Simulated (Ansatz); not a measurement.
In doubt: masses and optical values from hybrid runs of this build are listed as unsure, which bears on the screening that GW takes from such a start.

Rows from a G0W0 calculation on ZrSeS (1T monolayer) (Ansatz 0.2.0; G0W0 on HSE06, plane waves, PAW; PAW set soft_1; 6×6×1 mesh, 232 empty bands, screening to 45 eV, PAW set soft_1 files), in eV. Spin-orbit coupling is left out.

```
row                       k  band   start       Σx  Σc at the solution      Vxc
  A  (0.000, -0.500, 0.000)    v2  -8.058  -17.397               2.217  -15.185
  B                       Γ    v1  -6.253  -17.758               1.577  -16.293
  C  (0.000, -0.500, 0.000)    v1  -7.451  -17.747               1.984  -15.824
  D  (0.000, -0.500, 0.000)    c1  -5.024   -9.702              -3.595  -13.938
  E                       Γ    c1  -4.250  -10.160              -4.235  -15.092
  F  (0.000, -0.500, 0.000)    c2  -2.288  -10.881              -5.225  -16.802
```

Question: Give the quasiparticle energies and the shift of each level.

The quasiparticle equation reads E = start + Σx + Σc(E) − Vxc.

```
row  E (eV)  shift (eV)
  A  -8.053      +0.005
  B  -6.141      +0.112
  C  -7.390      +0.061
  D  -4.383      +0.641
  E  -3.553      +0.696
  F  -1.593      +0.695
```

Limits: not at the basis limit; coarse mesh for a sheet; no spin-orbit coupling.

[Paths, hosts, dates, memory and timing lines, banners, echoed tables and standing remarks are left out of the program output.]

[Logs are printed without paths, hosts, clocks, repeated set-up lines and the standing remarks that a program may print on its own settings, such as how far it seeks lower states.]

[Runs of the session that timed out or met a known fault of the program may be left out.]

[Cells called generated may have been cut or substituted from an entry of the Crystallography Open Database or the Materials Project.]

[Hosts, paths, dates, database ids (printed as entryN), source tags and the programs' standing remarks are cut or masked in the printed files.]
